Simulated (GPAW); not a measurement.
# Settings that the conductance of a Ag chain with one Au atom in line needs, part 2 of 3

How do the numerical settings move the conductance of a Ag chain with one Au atom in line?

GPAW 26.7.0; GPAW LCAO, PAW setups; Landauer transmission from Green's functions with principal layers (ASE), zero bias.

So far, transmission at the Fermi level (one spin): step 2 (the reference run) 0.850; step 4 (smearing 0.03 eV) 0.848; step 5 (smearing 0.2 eV) 0.830; step 6 (smearing 0.4 eV) 0.837; step 8 (energies [-2, 2, 0.2] eV) 0.850.

## 9. Varying the energy step: de = 0.1

File run.py:

```python
import json
import numpy as np
from ase import Atoms
from ase.transport.calculators import TransportCalculator
from gpaw import GPAW, FermiDirac
from gpaw.lcao.tools import get_lcao_hamiltonian
from scipy.linalg import eigh

# The junction with lead layers at both ends, along the third cell vector
device = Atoms(
    ['Ag', 'Ag', 'Ag', 'Ag', 'Ag', 'Ag', 'Au', 'Ag', 'Ag', 'Ag', 'Ag', 'Ag', 'Ag'],
    positions=[
        [4.50000, 4.50000, 1.33000],
        [4.50000, 4.50000, 3.99000],
        [4.50000, 4.50000, 6.65000],
        [4.50000, 4.50000, 9.31000],
        [4.50000, 4.50000, 11.97000],
        [4.50000, 4.50000, 14.63000],
        [4.50000, 4.50000, 17.20510],
        [4.50000, 4.50000, 19.78020],
        [4.50000, 4.50000, 22.44020],
        [4.50000, 4.50000, 25.10020],
        [4.50000, 4.50000, 27.76020],
        [4.50000, 4.50000, 30.42020],
        [4.50000, 4.50000, 33.08020]],
    cell=[[9.0, 0.0, 0.0], [0.0, 9.0, 0.0], [0.0, 0.0, 34.4102]],
    pbc=True)

# One principal layer of the lead: the first 4 atoms of the device
lead = Atoms(
    ['Ag', 'Ag', 'Ag', 'Ag'],
    positions=[
        [4.50000, 4.50000, 1.33000],
        [4.50000, 4.50000, 3.99000],
        [4.50000, 4.50000, 6.65000],
        [4.50000, 4.50000, 9.31000]],
    cell=[[9.0, 0.0, 0.0], [0.0, 9.0, 0.0], [0.0, 0.0, 10.64]],
    pbc=True)

settings = dict(mode='lcao', basis='szp(dzp)', xc='LDA', h=0.2,
                occupations=FermiDirac(0.1), maxiter=250,
                mixer=dict(beta=0.1, nmaxold=8, weight=100.0),
                convergence=dict(density=0.0001))
energies = np.arange(-2, 2 + 1e-9, 0.1)
eta = 0.0001
n1, n2 = 1, 1
# k and -k transmit alike, so half of the mesh across the current serves
mesh = [(i, j) for i in range(n1) for j in range(n2) if (i, j) <= (-i % n1, -j % n2)]
weights = np.array([1 if (i, j) == (-i % n1, -j % n2) else 2 for i, j in mesh]) / (n1 * n2)

# [... helper functions left out ...]
fermi_lead = ground_state(lead, (1, 1, 11), 'lead.txt')
fermi_device = ground_state(device, (1, 1, 3), 'device.txt')
# [... loop over the mesh left out, but for ...]
        # Shift the lead onto the potential of the device's first layer
        shift = ((H[:, 0, 0] - H0[:, 0, 0]) / S0[0, 0]).real.mean()
# [...]
kT = 8.617333e-5 * 300
bias = [0.1, 0.2, 0.5, 1.0, 1.5, 2.0]
# [... integrals and printing left out ...]
```

Run with:

```bash
> OMP_NUM_THREADS=1 OPENBLAS_NUM_THREADS=1 python run.py
```

The log of the run:

```text
basis functions: device 189, principal layer 60
Fermi level: lead -4.1397 eV, device -4.2036 eV; lead shifted by 0.0016 eV
largest coupling past the next layer 3.40e-05 eV, largest misfit of the first layer 0.062 eV
  E-E_F (eV)   T (one spin)  [channel counts left out]
    -2.000    2.1891e+00
    -1.900    2.1365e+00
    -1.800    2.0176e+00
    -1.700    1.7969e+00
    -1.600    1.4064e+00
    -1.500    5.5312e-01
    -1.400    2.6778e-01
    -1.300    7.6417e-10
    -1.200    3.7092e-10
    -1.100    1.1361e-09
    -1.000    4.1852e-02
    -0.900    1.4101e-01
    -0.800    1.3499e-01
    -0.700    9.8335e-01
    -0.600    6.6043e-01
    -0.500    6.6568e-01
[...]
1.300    9.1718e-01
     1.400    9.2342e-01
     1.500    9.2894e-01
     1.600    9.3373e-01
     1.700    9.3787e-01
     1.800    9.4136e-01
     1.900    9.4435e-01
     2.000    9.4687e-01
conductance at 300 K: 0.84803 G0 a cell; thermopower -0.8574 uV/K
current from the zero-bias T(E) at 0.1 V: 6.5678 uA
current from the zero-bias T(E) at 0.2 V: 13.12 uA
current from the zero-bias T(E) at 0.5 V: 32.527 uA
current from the zero-bias T(E) at 1.0 V: 63.294 uA
current from the zero-bias T(E) at 1.5 V: 93.426 uA
current from the zero-bias T(E) at 2.0 V: 113.63 uA
```

Wall time 34 s (1 thread of Arm Neoverse V2, shared host); peak memory 1.2 GiB.

Numbers from this step:

| Property | Result |
| --- | --- |
| conductance | 0.8480 G₀ |

One spin. Transmission, zone mean against energy, zero at the Fermi level:

| energy (eV) | transmission, zone mean |
| --- | --- |
| -2.00 | 2.19 |
| -1.90 | 2.14 |
| -1.70 | 1.80 |
| -1.60 | 1.41 |
| -1.40 | 0.268 |
| -1.30 | 7.6e-10 |
| -1.20 | 3.7e-10 |
| -1.00 | 0.0419 |
| -0.90 | 0.141 |
| -0.80 | 0.135 |
| -0.70 | 0.983 |
| -0.60 | 0.660 |
| -0.50 | 0.666 |
| -0.30 | 0.769 |
| -0.20 | 0.810 |
| -0.10 | 0.836 |
| 0.00 | 0.850 |
| 0.10 | 0.855 |
| 0.20 | 0.857 |
| 0.30 | 0.858 |
| 0.50 | 0.862 |
| 0.60 | 0.866 |
| 0.80 | 0.879 |
| 0.90 | 0.887 |
| 1.00 | 0.895 |
| 1.20 | 0.910 |
| 1.30 | 0.917 |
| 1.40 | 0.923 |
| 1.60 | 0.934 |
| 1.70 | 0.938 |
| 1.90 | 0.944 |
| 2.00 | 0.947 |

Not self-consistent under bias; the bias window is split evenly. The current through one cell, from the zero-bias transmission by bias:

| bias (V) | current through one cell, from the zero-bias transmission (μA) |
| --- | --- |
| 0.100 | 6.57 |
| 0.200 | 13.1 |
| 0.500 | 32.5 |
| 1.000 | 63.3 |
| 1.500 | 93.4 |
| 2.000 | 114 |

The conductance equals that of the base run to 0.2 %.

## 10. Varying the energy step: de = 0.025

Changes to run.py since step 9:

```diff
@@ -43,3 +43,3 @@
                 convergence=dict(density=0.0001))
-energies = np.arange(-2, 2 + 1e-9, 0.1)
+energies = np.arange(-2, 2 + 1e-9, 0.025)
 eta = 0.0001
```

The log of the run:

```text
basis functions: device 189, principal layer 60
Fermi level: lead -4.1397 eV, device -4.2036 eV; lead shifted by 0.0016 eV
largest coupling past the next layer 3.40e-05 eV, largest misfit of the first layer 0.062 eV
  E-E_F (eV)   T (one spin)  [channel counts left out]
    -2.000    2.1891e+00
    -1.975    2.1780e+00
    -1.950    2.1689e+00
[...]
1.975    9.4628e-01
     2.000    9.4687e-01
conductance at 300 K: 0.84864 G0 a cell; thermopower -0.8223 uV/K
current from the zero-bias T(E) at 0.1 V: 6.5727 uA
current from the zero-bias T(E) at 0.2 V: 13.13 uA
current from the zero-bias T(E) at 0.5 V: 32.552 uA
current from the zero-bias T(E) at 1.0 V: 63.314 uA
current from the zero-bias T(E) at 1.5 V: 92.132 uA
current from the zero-bias T(E) at 2.0 V: 111.78 uA
```

It took 38 s on 1 thread; peak memory 1.2 GiB.

One spin. Transmission, zone mean against energy, zero at the Fermi level:

energy (eV), transmission, zone mean and a bar:
```
   -2.000       2.19 ##############################
   -1.900       2.14 #############################
   -1.800       2.02 ############################
   -1.700       1.80 #########################
   -1.600       1.41 ###################
   -1.500       0.55 ########
   -1.400       0.27 ####
   -1.300       0.00 
   -1.200       0.00 
   -1.100       0.00 
   -1.000       0.04 #
   -0.900       0.14 ##
   -0.850       0.16 ##
   -0.800       0.13 ##
   -0.700       0.98 #############
   -0.600       0.66 #########
   -0.500       0.67 #########
   -0.400       0.72 ##########
   -0.300       0.77 ###########
   -0.200       0.81 ###########
   -0.100       0.84 ###########
    0.000       0.85 ############
    0.100       0.86 ############
    0.200       0.86 ############
    0.300       0.86 ############
    0.400       0.86 ############
    0.500       0.86 ############
    0.600       0.87 ############
    0.700       0.87 ############
    0.800       0.88 ############
    0.900       0.89 ############
    1.000       0.89 ############
    1.100       0.90 ############
    1.200       0.91 ############
    1.300       0.92 #############
    1.400       0.92 #############
    1.500       0.93 #############
    1.600       0.93 #############
    1.700       0.94 #############
    1.800       0.94 #############
    1.900       0.94 #############
    2.000       0.95 #############
```

The conductance equals that of the base run to 0.2 %.

## 11. Energy step: de = 0.0125

Changes to run.py since step 10:

```diff
@@ -43,3 +43,3 @@
                 convergence=dict(density=0.0001))
-energies = np.arange(-2, 2 + 1e-9, 0.025)
+energies = np.arange(-2, 2 + 1e-9, 0.0125)
 eta = 0.0001
```

The log of the run:

```text
basis functions: device 189, principal layer 60
Fermi level: lead -4.1397 eV, device -4.2036 eV; lead shifted by 0.0016 eV
largest coupling past the next layer 3.40e-05 eV, largest misfit of the first layer 0.062 eV
  E-E_F (eV)   T (one spin)  [channel counts left out]
    -2.000    2.1891e+00
    -1.988    2.1901e+00
    -1.975    2.1780e+00
[...]
1.987    9.4658e-01
     2.000    9.4687e-01
conductance at 300 K: 0.84867 G0 a cell; thermopower -0.8206 uV/K
current from the zero-bias T(E) at 0.1 V: 6.573 uA
current from the zero-bias T(E) at 0.2 V: 13.131 uA
current from the zero-bias T(E) at 0.5 V: 32.554 uA
current from the zero-bias T(E) at 1.0 V: 63.315 uA
current from the zero-bias T(E) at 1.5 V: 92.334 uA
current from the zero-bias T(E) at 2.0 V: 112.06 uA
```

The job ended after 44 s (1 thread; peak memory 1.2 GiB).

The conductance equals that of the base run to 0.2 %.

## 12. Convergence in the energy step

The runs and the base run on one axis.

This step: convergence of the conductance (GPAW 26.7.0).

Table of conductance by energy step:

| energy step (eV) | conductance (G₀) |
| --- | --- |
| 0.0125 | 0.849 |
| 0.0250 | 0.849 |
| 0.0500 | 0.849 |
| 0.1000 | 0.848 |
| 0.2000 | 0.847 |

## 13. Grid spacing: h = 0.3

The real-space grid carries density and potential; a coarse one breaks translation symmetry along the lead and scatters electrons that should pass.

This step: GPAW LCAO, PAW setups; Landauer transmission from Green's functions with principal layers (ASE), zero bias (GPAW 26.7.0).

Changes to run.py since step 11:

```diff
@@ -39,3 +39,3 @@
 
-settings = dict(mode='lcao', basis='szp(dzp)', xc='LDA', h=0.2,
+settings = dict(mode='lcao', basis='szp(dzp)', xc='LDA', h=0.3,
                 occupations=FermiDirac(0.1), maxiter=250,
@@ -43,3 +43,3 @@
                 convergence=dict(density=0.0001))
-energies = np.arange(-2, 2 + 1e-9, 0.0125)
+energies = np.arange(-2, 2 + 1e-9, 0.05)
 eta = 0.0001
```

The log of the run:

```text
basis functions: device 189, principal layer 60
Fermi level: lead -4.1445 eV, device -4.2083 eV; lead shifted by 0.0023 eV
largest coupling past the next layer 3.40e-05 eV, largest misfit of the first layer 0.063 eV
  E-E_F (eV)   T (one spin)  [channel counts left out]
    -2.000    2.2142e+00
    -1.950    2.1975e+00
    -1.900    2.1715e+00
    -1.850    2.1285e+00
    -1.800    2.0692e+00
    -1.750    1.9895e+00
    -1.700    1.8806e+00
    -1.650    1.7317e+00
    -1.600    1.5339e+00
    -1.550    1.2726e+00
    -1.500    8.1082e-01
    -1.450    5.0850e-01
    -1.400    3.7615e-01
    -1.350    1.0780e-01
    -1.300    1.6871e-09
    -1.250    6.2700e-10
[...]
1.650    9.3631e-01
     1.700    9.3830e-01
     1.750    9.4057e-01
     1.800    9.4179e-01
     1.850    9.4335e-01
     1.900    9.4479e-01
     1.950    9.4611e-01
     2.000    9.4731e-01
conductance at 300 K: 0.84881 G0 a cell; thermopower -0.8325 uV/K
current from the zero-bias T(E) at 0.1 V: 6.574 uA
current from the zero-bias T(E) at 0.2 V: 13.132 uA
current from the zero-bias T(E) at 0.5 V: 32.554 uA
current from the zero-bias T(E) at 1.0 V: 63.308 uA
current from the zero-bias T(E) at 1.5 V: 92.135 uA
current from the zero-bias T(E) at 2.0 V: 111.93 uA
```

Run time: 15 s. Hardware: 1 thread; peak memory 0.46 GiB.

This step gave:

| Item | Value |
| --- | --- |
| conductance | 0.8488 G₀ |
| largest misfit of the first principal layer | 0.06268 eV |
| shift that aligns the lead | 0.002316 eV |
| transmission at the Fermi level (one spin) | 0.8499 |

One spin. Transmission, zone mean against energy, zero at the Fermi level:

| energy (eV) | transmission, zone mean |
| --- | --- |
| -2.00 | 2.21 |
| -1.90 | 2.17 |
| -1.80 | 2.07 |
| -1.70 | 1.88 |
| -1.55 | 1.27 |
| -1.45 | 0.509 |
| -1.35 | 0.108 |
| -1.25 | 6.3e-10 |
| -1.15 | 1.0e-8 |
| -1.05 | 1.7e-9 |
| -0.90 | 0.149 |
| -0.85 | 0.175 |
| -0.80 | 0.164 |
| -0.70 | 0.961 |
| -0.60 | 0.665 |
| -0.50 | 0.665 |
| -0.40 | 0.714 |
| -0.25 | 0.791 |
| -0.15 | 0.825 |
| -0.05 | 0.844 |
| 0.00 | 0.850 |
| 0.05 | 0.853 |
| 0.15 | 0.857 |
| 0.25 | 0.857 |
| 0.40 | 0.859 |
| 0.50 | 0.862 |
| 0.60 | 0.867 |
| 0.70 | 0.873 |
| 0.80 | 0.880 |
| 0.90 | 0.887 |
| 1.05 | 0.899 |
| 1.15 | 0.907 |
| 1.25 | 0.914 |
| 1.35 | 0.921 |
| 1.45 | 0.927 |
| 1.55 | 0.932 |
| 1.70 | 0.938 |
| 1.80 | 0.942 |
| 1.90 | 0.945 |
| 2.00 | 0.947 |

Not self-consistent under bias; the bias window is split evenly. The current through one cell, from the zero-bias transmission by bias:

| bias (V) | current through one cell, from the zero-bias transmission (μA) |
| --- | --- |
| 0.100 | 6.57 |
| 0.200 | 13.1 |
| 0.500 | 32.6 |
| 1.000 | 63.3 |
| 1.500 | 92.1 |
| 2.000 | 112 |

The conductance equals that of the base run to 0.2 %.

## 14. Varying the grid spacing

Changes to run.py since step 13:

```diff
@@ -39,3 +39,3 @@
 
-settings = dict(mode='lcao', basis='szp(dzp)', xc='LDA', h=0.3,
+settings = dict(mode='lcao', basis='szp(dzp)', xc='LDA', h=0.26,
                 occupations=FermiDirac(0.1), maxiter=250,
```

The log of the run:

```text
basis functions: device 189, principal layer 60
Fermi level: lead -4.1414 eV, device -4.2051 eV; lead shifted by 0.0016 eV
largest coupling past the next layer 3.39e-05 eV, largest misfit of the first layer 0.063 eV
  E-E_F (eV)   T (one spin)  [channel counts left out]
    -2.000    2.1970e+00
    -1.950    2.1783e+00
    -1.900    2.1470e+00
    -1.850    2.0976e+00
    -1.800    2.0299e+00
    -1.750    1.9392e+00
    -1.700    1.8172e+00
    -1.650    1.6541e+00
    -1.600    1.4394e+00
    -1.550    1.1375e+00
    -1.500    5.6885e-01
    -1.450    4.6283e-01
    -1.400    3.0398e-01
    -1.350    9.3892e-08
    -1.300    8.4722e-10
    -1.250    6.0389e-10
[...]
1.650    9.3595e-01
     1.700    9.3794e-01
     1.750    9.4005e-01
     1.800    9.4142e-01
     1.850    9.4298e-01
     1.900    9.4441e-01
     1.950    9.4573e-01
     2.000    9.4694e-01
conductance at 300 K: 0.84851 G0 a cell; thermopower -0.8296 uV/K
current from the zero-bias T(E) at 0.1 V: 6.5717 uA
current from the zero-bias T(E) at 0.2 V: 13.128 uA
current from the zero-bias T(E) at 0.5 V: 32.547 uA
current from the zero-bias T(E) at 1.0 V: 63.311 uA
current from the zero-bias T(E) at 1.5 V: 91.863 uA
current from the zero-bias T(E) at 2.0 V: 111.37 uA
```

Run time: 21 s. Hardware: 1 thread; peak memory 0.71 GiB.

Numbers from this step:

- conductance: 0.8485 G₀
- largest coupling past the next principal layer: 3.39e-5 eV
- largest misfit of the first principal layer: 0.06272 eV
- shift that aligns the lead: 0.001601 eV
- transmission at the Fermi level (one spin): 0.8495

One spin. The transmission, zone mean by energy, zero at the Fermi level:

energy (eV), transmission, zone mean and a bar:
```
    -2.00       2.20 ##############################
    -1.85       2.10 #############################
    -1.70       1.82 #########################
    -1.60       1.44 ####################
    -1.45       0.46 ######
    -1.30       0.00 
    -1.15       0.00 
    -1.05       0.00 
    -0.90       0.14 ##
    -0.85       0.17 ##
    -0.75       0.02 
    -0.70       0.99 ##############
    -0.60       0.66 #########
    -0.50       0.67 #########
    -0.35       0.74 ##########
    -0.20       0.81 ###########
    -0.05       0.84 ############
     0.00       0.85 ############
     0.05       0.85 ############
     0.20       0.86 ############
     0.35       0.86 ############
     0.50       0.86 ############
     0.60       0.87 ############
     0.75       0.88 ############
     0.90       0.89 ############
     1.05       0.90 ############
     1.15       0.91 ############
     1.30       0.92 #############
     1.45       0.93 #############
     1.60       0.93 #############
     1.70       0.94 #############
     1.85       0.94 #############
     2.00       0.95 #############
```

Not self-consistent under bias; the bias window is split evenly. The current through one cell, from the zero-bias transmission by bias:

| bias (V) | current through one cell, from the zero-bias transmission (μA) |
| --- | --- |
| 0.100 | 6.57 |
| 0.200 | 13.1 |
| 0.500 | 32.5 |
| 1.000 | 63.3 |
| 1.500 | 91.9 |
| 2.000 | 111 |

The conductance equals that of the base run to 0.2 %.

## 15. Grid spacing: h = 0.22

Changes to run.py since step 14:

```diff
@@ -39,3 +39,3 @@
 
-settings = dict(mode='lcao', basis='szp(dzp)', xc='LDA', h=0.26,
+settings = dict(mode='lcao', basis='szp(dzp)', xc='LDA', h=0.22,
                 occupations=FermiDirac(0.1), maxiter=250,
```

The log of the run:

```text
basis functions: device 189, principal layer 60
Fermi level: lead -4.1400 eV, device -4.2039 eV; lead shifted by 0.0017 eV
largest coupling past the next layer 3.40e-05 eV, largest misfit of the first layer 0.062 eV
  E-E_F (eV)   T (one spin)  [channel counts left out]
    -2.000    2.1903e+00
    -1.950    2.1705e+00
    -1.900    2.1386e+00
[...]
1.950    9.4570e-01
     2.000    9.4691e-01
conductance at 300 K: 0.84848 G0 a cell; thermopower -0.8293 uV/K
current from the zero-bias T(E) at 0.1 V: 6.5714 uA
current from the zero-bias T(E) at 0.2 V: 13.128 uA
current from the zero-bias T(E) at 0.5 V: 32.546 uA
current from the zero-bias T(E) at 1.0 V: 63.307 uA
current from the zero-bias T(E) at 1.5 V: 91.712 uA
current from the zero-bias T(E) at 2.0 V: 111.12 uA
```

Run time: 28 s. Hardware: 1 thread; peak memory 0.97 GiB.

One spin. Table of transmission, zone mean by energy, zero at the Fermi level:

| energy (eV) | transmission, zone mean |
| --- | --- |
| -2.000 | 2.19 |
| -1.800 | 2.02 |
| -1.600 | 1.42 |
| -1.400 | 0.281 |
| -1.200 | 3.8e-10 |
| -1.000 | 0.0418 |
| -0.850 | 0.162 |
| -0.800 | 0.137 |
| -0.700 | 0.986 |
| -0.600 | 0.661 |
| -0.400 | 0.715 |
| -0.200 | 0.810 |
| 0.000 | 0.850 |
| 0.200 | 0.857 |
| 0.400 | 0.859 |
| 0.600 | 0.866 |
| 0.800 | 0.879 |
| 1.000 | 0.895 |
| 1.200 | 0.910 |
| 1.400 | 0.923 |
| 1.600 | 0.934 |
| 1.800 | 0.941 |
| 2.000 | 0.947 |

The conductance equals that of the base run to 0.2 %.

## 16. Grid spacing: h = 0.16

Changes to run.py since step 15:

```diff
@@ -39,3 +39,3 @@
 
-settings = dict(mode='lcao', basis='szp(dzp)', xc='LDA', h=0.22,
+settings = dict(mode='lcao', basis='szp(dzp)', xc='LDA', h=0.16,
                 occupations=FermiDirac(0.1), maxiter=250,
```

The log of the run:

```text
basis functions: device 189, principal layer 60
Fermi level: lead -4.1393 eV, device -4.2033 eV; lead shifted by 0.0015 eV
largest coupling past the next layer 3.39e-05 eV, largest misfit of the first layer 0.062 eV
  E-E_F (eV)   T (one spin)  [channel counts left out]
    -2.000    2.1869e+00
    -1.950    2.1661e+00
    -1.900    2.1334e+00
[...]
1.950    9.4565e-01
     2.000    9.4686e-01
conductance at 300 K: 0.84849 G0 a cell; thermopower -0.8278 uV/K
current from the zero-bias T(E) at 0.1 V: 6.5716 uA
current from the zero-bias T(E) at 0.2 V: 13.128 uA
current from the zero-bias T(E) at 0.5 V: 32.547 uA
current from the zero-bias T(E) at 1.0 V: 63.313 uA
current from the zero-bias T(E) at 1.5 V: 91.594 uA
current from the zero-bias T(E) at 2.0 V: 110.91 uA
```

Run time: 64 s. Hardware: 1 thread; peak memory 2.4 GiB.

The conductance equals that of the base run to 0.2 %.

## 17. Varying the grid spacing

Changes to run.py since step 16:

```diff
@@ -39,3 +39,3 @@
 
-settings = dict(mode='lcao', basis='szp(dzp)', xc='LDA', h=0.16,
+settings = dict(mode='lcao', basis='szp(dzp)', xc='LDA', h=0.14,
                 occupations=FermiDirac(0.1), maxiter=250,
```

The log of the run:

```text
basis functions: device 189, principal layer 60
Fermi level: lead -4.1393 eV, device -4.2032 eV; lead shifted by 0.0015 eV
largest coupling past the next layer 3.40e-05 eV, largest misfit of the first layer 0.062 eV
  E-E_F (eV)   T (one spin)  [channel counts left out]
    -2.000    2.1865e+00
    -1.950    2.1654e+00
    -1.900    2.1324e+00
[...]
1.950    9.4563e-01
     2.000    9.4684e-01
conductance at 300 K: 0.84849 G0 a cell; thermopower -0.828 uV/K
current from the zero-bias T(E) at 0.1 V: 6.5715 uA
current from the zero-bias T(E) at 0.2 V: 13.128 uA
current from the zero-bias T(E) at 0.5 V: 32.547 uA
current from the zero-bias T(E) at 1.0 V: 63.312 uA
current from the zero-bias T(E) at 1.5 V: 91.581 uA
current from the zero-bias T(E) at 2.0 V: 110.89 uA
```

Wall time 91 s (1 thread); peak memory 3.4 GiB.

The conductance equals that of the base run to 0.2 %.

## 18. Convergence in the grid spacing

The runs and the base run on one axis.

This step: convergence of the conductance (GPAW 26.7.0).

The conductance stays at 0.849 G₀ for grid spacing from 0.14 to 0.3 Å.

(Continued in part 3 of 3.)

[Logs are printed without paths, hosts, clocks, repeated set-up lines and the standing remarks that a program may print on its own settings, such as how far it seeks lower states.]

[Hosts, paths, dates, database ids (printed as entryN), source tags and the programs' standing remarks are cut or masked in the printed files.]
